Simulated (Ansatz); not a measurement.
## Lattice dynamics of CsGeBr3 (Pm-3m)

Wanted: phonon frequencies of CsGeBr3 (Pm-3m) and what follows from them.

Calculated with Ansatz 0.2.0; DFT PBEsol, scalar-relativistic, plane waves, PAW; PAW set soft_1.

In doubt: the program warns that the response may not be converged on this k-mesh (step 4), which bears on the force constants and all frequencies.

**1. Set-up**

Symmetry: Pm-3m, No. 221, cubic system. Conventional cell: a = 5.533 Å, b = 5.533 Å, c = 5.533 Å, α = 90.00°, β = 90.00°, γ = 90.00°. Cs has 12 Br at 3.91 Å nearest. Nearest to Ge lie 6 Br at 2.77 Å. Br has 2 Ge at 2.77 Å and 4 Cs at 3.91 Å nearest. Farther neighbours and most contacts between anions are not listed.

**2. Bringing the structure to rest**

Harmonic phonons are second derivatives at a point where the forces vanish, and they are wanted at zero stress, so atoms and cell are relaxed first.

The input, input.yaml:

```yaml
crystal:
  lattice:
    - [5.53332714, 0.0, 0.0]
    - [0.0, 5.53332714, 0.0]
    - [0.0, 0.0, 5.53332714]
  atoms:
    - { symbol: Cs, position: [0.0, 0.0, 0.0] }
    - { symbol: Ge, position: [0.5, 0.5, 0.5] }
    - { symbol: Br, position: [0.5, 0.5, 0.0] }
    - { symbol: Br, position: [0.5, 0.0, 0.5] }
    - { symbol: Br, position: [0.0, 0.5, 0.5] }
kpoints:
  mp_grid: { grid: [6, 6, 6] }
hamiltonian:
  xc: pbesol
  pseudopotentials: { kind: paw, azcp: { folder: soft_1 }, xc_functional: pbe }
scf:
  occupations: { method: gaussian, width: 0.02 }
output:
  forces: true
  stress: true
  eigenvalues: true
relax:
  adjacent_minimum: "off"
  f_tol: 0.005
  max_steps: 80
  cell: { stress_tol: 0.05 }
```

On the command line:

```console
$ ansatz run input.yaml --threads 4 --pin off --max-ram 10240MiB --backend cpu --events-out ev --progress --plain --runs-dir out
```

Numbers of over 12 decimals in the logs are rounded to 6 here.

The log of the run:

```text
Engine: ansatz 0.2.0, aarch64-unknown-linux-gnu
Pseudopotentials: kind: paw
Pseudopotential: Cs, paw, valence charge 9, recommended cutoff 420 eV (normal), soft_1/Cs.paw.azcp
Pseudopotential: Ge, paw, valence charge 14, recommended cutoff 420 eV (normal), soft_1/Ge.paw.azcp
Pseudopotential: Br, paw, valence charge 7, recommended cutoff 420 eV (normal), soft_1/Br.paw.azcp
Functional definition: PBEsol
  exchange = pbesol_x
  correlation = pbesol_c
Crystal: 5 atoms, lattice volume = 169.418 Å³
Basis set: ecut = 420 eV, 3287 PW (Γ), exchange–correlation on 80×80×80 points (8 copies of the dense FFT grid, shifted against one another)
Bands: 27, of which v1, the nominal top of the filled ones, is band 22 counted from 1 (21 counted from 0)
Symmetry: 48 space group operations
Space group: Pm-3m (ITA 221), of the structure as read, at distance tolerance 5.5e-5 Å
k-points: 20 of 216
Non-local potential: Cs, projectors of the file, l = 0: 3, l = 1: 2, l = 2: 2, l = 3: 2
Non-local potential: Ge, projectors of the file, l = 0: 2, l = 1: 2, l = 2: 3, l = 3: 1
Non-local potential: Br, projectors of the file, l = 0: 2, l = 1: 2, l = 2: 2
PAW form: soft (Blöchl's): semilocal exchange-correlation on the pseudo side does not see the compensation charge
PAW frozen core: Cs, regenerated for the run's functional, and the local potential with it (the file was generated under x = pbe(κ = 0.804, μ = 0.219515), c = pbe(β = 0.066725))
PAW frozen core: Ge, regenerated for the run's functional, and the local potential with it (the file was generated under x = pbe(κ = 0.804, μ = 0.219515), c = pbe(β = 0.066725))
PAW frozen core: Br, regenerated for the run's functional, and the local potential with it (the file was generated under x = pbe(κ = 0.804, μ = 0.219515), c = pbe(β = 0.066725))
PAW one-centre angular grid: Cs, 194 points (default); XC on 64 Gauss nodes
PAW one-centre angular grid: Ge, 590 points (default); XC on 64 Gauss nodes
PAW one-centre angular grid: Br, 110 points (default); XC on 64 Gauss nodes
Initial density: superposition of atomic densities (chi_scale 0.1, normalization cell, long waves kept (reshape's long-wave potential 0.00 eV rms))
Initial wavefunctions: pseudopotential atomic-orbital guess
Functional: x = pbesol(κ = 0.804, μ = 0.123457), c = pbesol(β = 0.046)
SCF iter   1: F=—  HF=-18055.561034 eV  |F-HF|=—  |Δ(HF+E_count)|=         —  Δρ=2.55e-2  dr2=2.24e0  ethr=3.10e-3  ⟨swp⟩=7.1  Hψ=2560  notcnv=0
preconditioner: auto → Resta (q_TF=auto, 2.179 Å⁻¹)  ε∞=3.6  [insulator: Δε(μ)=0.292 eV  Ē_g=10.081 eV  σ=0.020 eV  W_gap=1.00  n_scr=26 (ndim 8)  ℏωp=16.1 eV  f_vac=0.002  D(μ)=0.00/eV (n_scr^D=0)  ε∞_Penn≈3.6]
SCF iter   2: F=—  HF=-18054.804803 eV  |F-HF|=—  |Δ(HF+E_count)|=   7.56e-1  Δρ=1.13e-2  dr2=6.37e-1  ethr=3.10e-3  ⟨swp⟩=4.0  Hψ=1268  notcnv=0  defer=20
SCF iter   3: F=—  HF=-18054.496776 eV  |F-HF|=—  |Δ(HF+E_count)|=   3.08e-1  Δρ=3.12e-3  dr2=4.95e-2  ethr=1.45e-3  ⟨swp⟩=3.6  Hψ=1115  notcnv=0  defer=20
SCF iter   4: F=—  HF=-18054.474351 eV  |F-HF|=—  |Δ(HF+E_count)|=   2.24e-2  Δρ=1.84e-3  dr2=6.45e-3  ethr=1.13e-4  ⟨swp⟩=3.5  Hψ=1264  notcnv=0  defer=20
SCF iter   5: F=—  HF=-18054.471766 eV  |F-HF|=—  |Δ(HF+E_count)|=   2.58e-3  Δρ=5.81e-4  dr2=6.44e-4  ethr=1.47e-5  ⟨swp⟩=2.9  Hψ=1088  notcnv=0  defer=20
SCF iter   6: F=—  HF=-18054.472134 eV  |F-HF|=—  |Δ(HF+E_count)|=   3.69e-4  Δρ=1.06e-4  dr2=1.74e-5  ethr=1.46e-6  ⟨swp⟩=2.0  Hψ=925  notcnv=0  defer=20
SCF iter   7: F=—  HF=-18054.472136 eV  |F-HF|=—  |Δ(HF+E_count)|=   1.90e-6  Δρ=1.26e-5  dr2=2.21e-7  ethr=3.96e-8  ⟨swp⟩=2.0  Hψ=965  notcnv=0  defer=20
SCF iter   8: F=-18054.472137 eV  HF=-18054.472137 eV  |F-HF|=1.66e-8  |Δ(HF+E_count)|=   6.72e-7  Δρ=2.39e-6  dr2=1.07e-8  ethr=2.27e-10  ⟨swp⟩=11.8  Hψ=2789  notcnv=0
SCF 1 converged in 8 iterations: F = -18054.472137 eV  dr2 = 1.07e-8
  greatest PAW one-centre occupation: 0.998 electrons in one spin orbital (limit 2), on the Ge atom at site 1 (counted from 0), in its partial waves of l = 2
relax step   1: F+E_penalty+E_count = -18054.47213707 eV  Δ(F+E_penalty+E_count) = +0.000e0 eV  max|allowed force component| = 2.085e-29 eV/Å  Δτ_max = 0.0000 Å  P = -0.791 GPa  Ω = 169.418 Å³  (8 SCF iters, dr2 threshold 1.00e-7 eV, accepted)
Crystal: 5 atoms, lattice volume = 166.069 Å³
Basis set: ecut = 420 eV, 3239 PW (Γ), exchange–correlation on 80×80×80 points (8 copies of the dense FFT grid, shifted against one another)
Initial density: handed on by an earlier stage of this run
Initial wavefunctions: those handed on with the density
iter 1 solved again at ethr=3.06e-6 eV; its pass at ethr=3.10e-3 eV (dr2=1.35e-3 eV) is discarded
SCF iter   1: F=—  HF=-18054.484408 eV  |F-HF|=—  |Δ(HF+E_count)|=         —  Δρ=5.54e-4  dr2=1.33e-3  ethr=3.06e-6  ⟨swp⟩=2.3  Hψ=3056  notcnv=0
preconditioner: auto → Resta (q_TF=auto, 2.187 Å⁻¹)  ε∞=3.5  [insulator: Δε(μ)=0.395 eV  Ē_g=10.353 eV  σ=0.020 eV  W_gap=1.00  n_scr=26 (ndim 8)  ℏωp=16.3 eV  f_vac=0.022  D(μ)=0.00/eV (n_scr^D=0)  ε∞_Penn≈3.5]
SCF iter   2: F=—  HF=-18054.484002 eV  |F-HF|=—  |Δ(HF+E_count)|=   4.06e-4  Δρ=2.58e-4  dr2=2.72e-4  ethr=3.01e-6  ⟨swp⟩=2.9  Hψ=948  notcnv=0
SCF iter   3: F=—  HF=-18054.483886 eV  |F-HF|=—  |Δ(HF+E_count)|=   1.16e-4  Δρ=1.00e-4  dr2=3.67e-5  ethr=6.18e-7  ⟨swp⟩=2.0  Hψ=839  notcnv=0
SCF iter   4: F=—  HF=-18054.483875 eV  |F-HF|=—  |Δ(HF+E_count)|=   1.08e-5  Δρ=4.14e-5  dr2=5.27e-6  ethr=8.33e-8  ⟨swp⟩=2.0  Hψ=959  notcnv=0
SCF iter   5: F=-18054.483875 eV  HF=-18054.483875 eV  |F-HF|=7.67e-8  |Δ(HF+E_count)|=   7.01e-7  Δρ=1.09e-5  dr2=2.35e-7  ethr=1.14e-9  ⟨swp⟩=5.8  Hψ=2692  notcnv=0
SCF 2 converged in 5 iterations: F = -18054.483875 eV  dr2 = 2.35e-7
relax step   2: F+E_penalty+E_count = -18054.48387460 eV  Δ(F+E_penalty+E_count) = -1.174e-2 eV  max|allowed force component| = 1.062e-29 eV/Å  Δτ_max = 0.0000 Å  P = -0.307 GPa  Ω = 166.069 Å³  energy of the carried Pulay correction = +1.680e-4 eV  (5 SCF iters, dr2 threshold 5.00e-7 eV, accepted)
Crystal: 5 atoms, lattice volume = 164.016 Å³
Basis set: ecut = 420 eV, 3191 PW (Γ), exchange–correlation on 80×80×80 points (8 copies of the dense FFT grid, shifted against one another)
iter 1 solved again at ethr=1.09e-6 eV; its pass at ethr=3.10e-3 eV (dr2=4.81e-4 eV) is discarded
SCF iter   1: F=—  HF=-18054.486065 eV  |F-HF|=—  |Δ(HF+E_count)|=         —  Δρ=3.45e-4  dr2=5.08e-4  ethr=1.09e-6  ⟨swp⟩=3.0  Hψ=2995  notcnv=0
preconditioner: auto → Resta (q_TF=auto, 2.191 Å⁻¹)  ε∞=3.5  [insulator: Δε(μ)=0.336 eV  Ē_g=10.406 eV  σ=0.020 eV  W_gap=1.00  n_scr=26 (ndim 8)  ℏωp=16.4 eV  f_vac=0.022  D(μ)=0.00/eV (n_scr^D=0)  ε∞_Penn≈3.5]
SCF iter   2: F=—  HF=-18054.485911 eV  |F-HF|=—  |Δ(HF+E_count)|=   1.54e-4  Δρ=1.63e-4  dr2=1.07e-4  ethr=1.09e-6  ⟨swp⟩=2.6  Hψ=913  notcnv=0
SCF iter   3: F=—  HF=-18054.485860 eV  |F-HF|=—  |Δ(HF+E_count)|=   5.11e-5  Δρ=6.46e-5  dr2=1.46e-5  ethr=2.42e-7  ⟨swp⟩=2.0  Hψ=832  notcnv=0
SCF iter   4: F=—  HF=-18054.485856 eV  |F-HF|=—  |Δ(HF+E_count)|=   4.16e-6  Δρ=2.63e-5  dr2=2.07e-6  ethr=3.31e-8  ⟨swp⟩=2.0  Hψ=959  notcnv=0
SCF iter   5: F=-18054.485856 eV  HF=-18054.485856 eV  |F-HF|=2.82e-8  |Δ(HF+E_count)|=   2.07e-7  Δρ=6.76e-6  dr2=8.98e-8  ethr=5.34e-10  ⟨swp⟩=5.2  Hψ=2654  notcnv=0
SCF 3 converged in 5 iterations: F = -18054.485856 eV  dr2 = 8.98e-8
relax step   3: F+E_penalty+E_count = -18054.48585556 eV  Δ(F+E_penalty+E_count) = -1.981e-3 eV  max|allowed force component| = 4.549e-30 eV/Å  Δτ_max = 0.0000 Å  P = +0.018 GPa  Ω = 164.016 Å³  energy of the carried Pulay correction = +2.727e-4 eV  (5 SCF iters, dr2 threshold 2.35e-7 eV, accepted)
Initial wavefunctions: pseudopotential atomic-orbital guess (no wavefunctions were taken with the density)
iter 1 solved again at ethr=3.63e-7 eV; its pass at ethr=3.10e-3 eV (dr2=1.60e-4 eV) is discarded
SCF iter   1: F=—  HF=-18054.485599 eV  |F-HF|=—  |Δ(HF+E_count)|=         —  Δρ=1.83e-5  dr2=1.71e-7  ethr=3.63e-7  ⟨swp⟩=3.0  Hψ=4041  notcnv=0
eigensolver tolerance schedule: the retry pair's looser diagonalisation over-reported the residual by 929.55 of it (diagonalisation noise at 0.12 of the residual, at the tolerance the schedule requests for it); recorded, not acted on — ethr = c·dr2/N_el stays at c = 1.0e-1
preconditioner: auto → Resta (q_TF=auto, 2.191 Å⁻¹)  ε∞=3.5  [insulator: Δε(μ)=0.342 eV  Ē_g=10.411 eV  σ=0.020 eV  W_gap=1.00  n_scr=26 (ndim 8)  ℏωp=16.4 eV  f_vac=0.022  D(μ)=0.00/eV (n_scr^D=0)  ε∞_Penn≈3.5]
SCF iter   2: F=—  HF=-18054.485588 eV  |F-HF|=—  |Δ(HF+E_count)|=   1.13e-5  Δρ=1.06e-5  dr2=7.52e-8  ethr=3.90e-10  ⟨swp⟩=3.3  Hψ=1294  notcnv=0
SCF iter   3: F=—  HF=-18054.485588 eV  |F-HF|=—  |Δ(HF+E_count)|=   7.77e-8  Δρ=2.56e-6  dr2=6.23e-9  ethr=1.71e-10  ⟨swp⟩=2.1  Hψ=807  notcnv=0
SCF iter   4: F=—  HF=-18054.485588 eV  |F-HF|=—  |Δ(HF+E_count)|=   6.38e-9  Δρ=5.43e-7  dr2=6.20e-10  ethr=1.42e-11  ⟨swp⟩=2.0  Hψ=968  notcnv=0
SCF iter   5: F=-18054.485588 eV  HF=-18054.485588 eV  |F-HF|=5.46e-11  |Δ(HF+E_count)|=  6.11e-10  Δρ=1.73e-7  dr2=4.07e-11  ethr=1.00e-12  ⟨swp⟩=3.3  Hψ=2364  notcnv=0
SCF 4 converged in 5 iterations: F = -18054.485588 eV  dr2 = 4.07e-11
relax step   4: F+E_penalty+E_count = -18054.48558807 eV  Δ(F+E_penalty+E_count) = +2.675e-4 eV  max|allowed force component| = 2.603e-30 eV/Å  Δτ_max = 0.0000 Å  P = +0.018 GPa  Ω = 164.016 Å³  stress off target by 1.81e-2 GPa  SCF on the basis re-selected at this cell (its energy is not comparable with the rows above)  (5 SCF iters)
basis re-selected at this cell: Δ(F+E_penalty+E_count) = +2.675e-4 eV, ΔP = -0.000 GPa vs the last step (what re-selecting the basis moved, of the pressure what is left beyond the Pulay correction that the steps carried, after the strain that the cell walked since its last selection, with what the two solves' SCF thresholds leave and, on support functions, any second-order correction that the steps lacked; it is no m [...]
SCF converged after 5 iterations
Free energy (F): -18054.485588 eV
Harris-Foulkes:  -18054.485588 eV  (|F-HF|=5.46e-11)
Internal energy: -18054.485588 eV  (E = F + TS)
E sigma→0 (E₀):  -18054.485588 eV
Fermi energy:    5.372031 eV
--- Per-component energies (eV) ---
  E_band       = -288.633451
  E_kinetic    = 629.805000
  E_local      = -3636.573479  (includes V_loc(G=0)·N_el)
  E_nonlocal   = 392.510370
  E_hartree    = 1578.465164
  E_xc         = -834.709822
  E_vxc        = -530.467545  (∫ρ·V_xc dr)
  E_paw        = -13748.107651  (= ΣΔE_a)
  E_vpaw       = -300.837821  (= ΣTr[D̂ρ^β])
  E_aug_tail   = 0.000008  (compensation charges beyond the density's cutoff)
  E_ewald      = -2437.214092
  E_core_change = 1.338914  (= ΣΔE_core)
  E_smearing   = -0.000000  (= −TS)
  E_closure    = 0.000000  (closes the sum)
  Σ components = -18054.485588   (vs F -18054.485588, Δ=0.00e0)
--- Forces (eV/Å), atoms counted from 1 ---
  atom   1  Cs    -0.00000000     0.00000000    -0.00000000
  atom   2  Ge     0.00000000    -0.00000000    -0.00000000
  atom   3  Br     0.00000000     0.00000000    -0.00000000
  atom   4  Br    -0.00000000     0.00000000     0.00000000
  atom   5  Br     0.00000000    -0.00000000     0.00000000
  max |Σ_I F_I| component: 2.89e-30 eV/Å
--- Stress (GPa, compression-positive) ---
        0.018115       0.000000      -0.000000
        0.000000       0.018115       0.000000
       -0.000000       0.000000       0.018115
  P = ⅓ Tr σ = 0.0181 GPa (0.181 kbar)
--- Band table (eV; the first three rows and the last of 20) ---
  k-point 0: bands = [... 18 lower, 2.3800, 2.6642, 2.6642, 2.6642, 7.9776, 8.6092, 8.6092, 9.2535, ... 1 higher]
  k-point 1: bands = [... 18 lower, 2.3206, 2.5983, 2.5983, 2.6087, 8.3454, 8.8422, 8.9008, 9.3749, ... 1 higher]
  k-point 2: bands = [... 18 lower, 2.2028, 2.4769, 2.4769, 2.7890, 7.6223, 9.1767, 9.5063, 9.5916, ... 1 higher]
  k-point 19: bands = [... 18 lower, 3.0822, 3.0822, 3.0822, 5.2018, 5.5436, 5.5436, 5.5436, 9.4629, ... 1 higher]
--- Relaxed structure (3 steps of the walk, 3 accepted, 1 SCFs on fresh bases) ---
  F+E_penalty+E_count = -18054.48558807 eV   max|allowed force component| = 2.603e-30 eV/Å   (the final SCF, on the basis selected at the relaxed cell)
  cell:  # Å, volume = 164.0158 Å³
    - [5.473880, 0, 0]
    - [0, 5.473880, 0.0]
    - [0, 0.0, 5.473880]
  atoms:
    - { symbol: Cs, position: [0, 0, 0] }
    - { symbol: Ge, position: [0.5, 0.5, 0.5] }
    - { symbol: Br, position: [0.5, 0.5, 0] }
    - { symbol: Br, position: [0.5, 0, 0.5] }
    - { symbol: Br, position: [0, 0.5, 0.5] }
```

It took 6.2 s on 4 threads of Arm Neoverse V2, shared host; peak memory 0.53 GiB.

Step by step:

```tsv
step	energy less that of the first step (eV)	largest force component (eV/Å)	pressure (GPa)	volume (Å³)
1	0.0000	0.0000	-0.79	169.42
2	-0.0117	0.0000	-0.31	166.07
3	-0.0137	0.0000	0.02	164.02
4*	-0.0135	0.0000	0.02	164.02
```

Relaxation steps marked * repeat the geometry before them on a plane-wave basis chosen anew for their cell, so energy and pressure can jump there.

The run keeps the 48 symmetry operations that it works with, so distortions that break them were not tested.

```tsv
conventional cell, symmetrised	before	after	change
a (Å)	5.533	5.474	-1.1 %
b (Å)	5.533	5.474	-1.1 %
c (Å)	5.533	5.474	-1.1 %
volume (Å³/atom)	33.88	32.80	-3.2 %
```

Numbers from this step:

```
pressure           : 0.01812 GPa
gap on the k-mesh  : 0.3418 eV
volume per atom    : 32.80 Å³
direct gap on mesh : 0.3418 eV
```

In this step the volume went from 33.88 to 32.80 Å³/atom.

**3. Relaxing to small forces for the phonons, k-mesh 6×6×6**

Phonons need a cell at rest on their own settings, so the relaxation is repeated with tight tolerances on forces and stress on the k mesh and occupations of the first response run.

input.yaml, the sections that differ from step 2:

```yaml
crystal:
  lattice:
    - [5.4738798441, 0.0, 0.0]
    - [0.0, 5.4738798441, 0.0]
    - [0.0, 0.0, 5.4738798441]
  atoms:
    - { symbol: Cs, position: [0.0, 0.0, 0.0] }
    - { symbol: Ge, position: [0.5, 0.5, 0.5] }
    - { symbol: Br, position: [0.5, 0.5, 0.0] }
    - { symbol: Br, position: [0.5, 0.0, 0.5] }
    - { symbol: Br, position: [0.0, 0.5, 0.5] }
scf:
  occupations: { method: fixed }
relax:
  adjacent_minimum: "off"
  f_tol: 0.001
  max_steps: 60
  cell: { stress_tol: 0.01 }
# kpoints, hamiltonian, output: as in step 2
```

The log of the run:

```text
[...]
Crystal: 5 atoms, lattice volume = 164.016 Å³
Basis set: ecut = 420 eV, 3191 PW (Γ), exchange–correlation on 80×80×80 points (8 copies of the dense FFT grid, shifted against one another)
Bands: 27, of which v1, the nominal top of the filled ones, is band 22 counted from 1 (21 counted from 0)
Symmetry: 48 space group operations
[...]
k-points: 20 of 216
[...]
--- Relaxed structure (2 steps of the walk, 2 accepted, 1 SCFs on fresh bases) ---
[...]
cell:  # Å, volume = 164.0898 Å³
    - [5.474703, 0, 0]
    - [0, 5.474703, 0.0]
    - [0, 0.0, 5.474703]
  atoms:
    - { symbol: Cs, position: [0, 0, 0] }
    - { symbol: Ge, position: [0.500000, 0.500000, 0.500000] }
    - { symbol: Br, position: [0.500000, 0.500000, 0] }
    - { symbol: Br, position: [0.500000, 0, 0.500000] }
    - { symbol: Br, position: [0, 0.500000, 0.500000] }
[key lines of the parts left out:]
SCF converged after 5 iterations
Free energy (F): -18054.485590 eV
Fermi energy:    5.194426 eV
P = ⅓ Tr σ = 0.0060 GPa (0.060 kbar)
```

It took 4.5 s on 4 threads; peak memory 0.51 GiB; 17 s of CPU time.

Little changed from the start: no atom moved by 0.005 Å and no cell edge by 0.1 %.

This step gave:

| Property | Result |
| --- | --- |
| pressure | 0.006042 GPa |
| gap on the k-mesh | 0.3441 eV |
| volume per atom | 32.82 Å³ |
| direct gap on mesh | 0.3441 eV |

The forces vanish by symmetry and the pressure is 0.006 GPa, within the tolerances set. The cell now holds 32.82 Å³/atom.

**4. A first phonon run**

The phonons are first tried on the mesh that the gap suggested.

input.yaml, the sections that differ from step 3:

```yaml
crystal:
  lattice:
    - [5.4747027533, 0.0, 0.0]
    - [0.0, 5.4747027533, 0.0]
    - [0.0, 0.0, 5.4747027533]
  atoms:
    - { symbol: Cs, position: [0.0, 0.0, 0.0] }
    - { symbol: Ge, position: [0.5, 0.5, 0.5] }
    - { symbol: Br, position: [0.5, 0.5, 0.0] }
    - { symbol: Br, position: [0.5, 0.0, 0.5] }
    - { symbol: Br, position: [0.0, 0.5, 0.5] }
output:
  eigenvalues: true
phonons:
  method: dfpt
  dielectric: true
  rigid_motions: translations
# kpoints, hamiltonian, scf: as in step 3
# relax: removed
```

The log of the run:

```text
[...]
Crystal: 5 atoms, lattice volume = 164.090 Å³
Basis set: ecut = 420 eV, 3191 PW (Γ), exchange–correlation on 80×80×80 points (8 copies of the dense FFT grid, shifted against one another)
Bands: 27, of which v1, the nominal top of the filled ones, is band 22 counted from 1 (21 counted from 0)
Symmetry: 48 space group operations
k-points: 80 of 216 (irreducible under 2 space group operations, time reversal used)
[...]
optical modes at Γ + LO–TO along q̂ = [1.0000, 0.0000, 0.0000]:
      ω (cm⁻¹)  modes    IR ((D/Å)²/amu)
[...]
optical modes at Γ + LO–TO along q̂ = [0.0000, 1.0000, 0.0000]:
      ω (cm⁻¹)  modes    IR ((D/Å)²/amu)
[...]
optical modes at Γ + LO–TO along q̂ = [0.0000, 0.0000, 1.0000]:
      ω (cm⁻¹)  modes    IR ((D/Å)²/amu)
[...]
49.21      3             0.0000
         68.15      1             0.0036
         68.24      2             0.0341
        155.41      1            19.6210
[key lines of the parts left out:]
SCF converged after 10 iterations
Free energy (F): -18054.485590 eV
Fermi energy:    5.194424 eV
```

Elapsed: 76 s, on 4 threads; peak memory 1.8 GiB.

This step gave:

```yaml
sum_rule_residual_before_enforcement: 4.51e-5 eV/Å²
miss_of_the_charge_sum_rule: 0.002388 e
estimated_error_of_the_dielectric_tensor: 0.03178
estimated_error_of_the_born_charges: 0.02363 e
point_group: m-3m
highest_optical_mode_at_the_zone_centre_no_lo_to_term: 68.24 cm⁻¹
lowest_optical_zone_centre_mode: -69.68 cm⁻¹
mean_high_frequency_dielectric_constant: 8.873
largest_born_charge_third_of_the_trace: 5.612 e
top_of_the_zone_centre_spectrum_with_the_field: 155.4 cm⁻¹
```

The highest optical mode at Γ without the field comes at 68.2 cm⁻¹, but the log warns of the mesh: “the force constants stand on the 6×6×6 k-mesh, whose period is 7.80 times the interband length at k = (-0.5000, -0.5000, -0.5000), direct gap 0.344 eV, under 14: take them and everything formed from them as unconverged”.

(Continued in part 2 of 2.)

[Logs are printed without paths, hosts, clocks, repeated set-up lines and the standing remarks that a program may print on its own settings, such as how far it seeks lower states.]

[Hosts, paths, dates, database ids (printed as entryN), source tags and the programs' standing remarks are cut or masked in the printed files.]
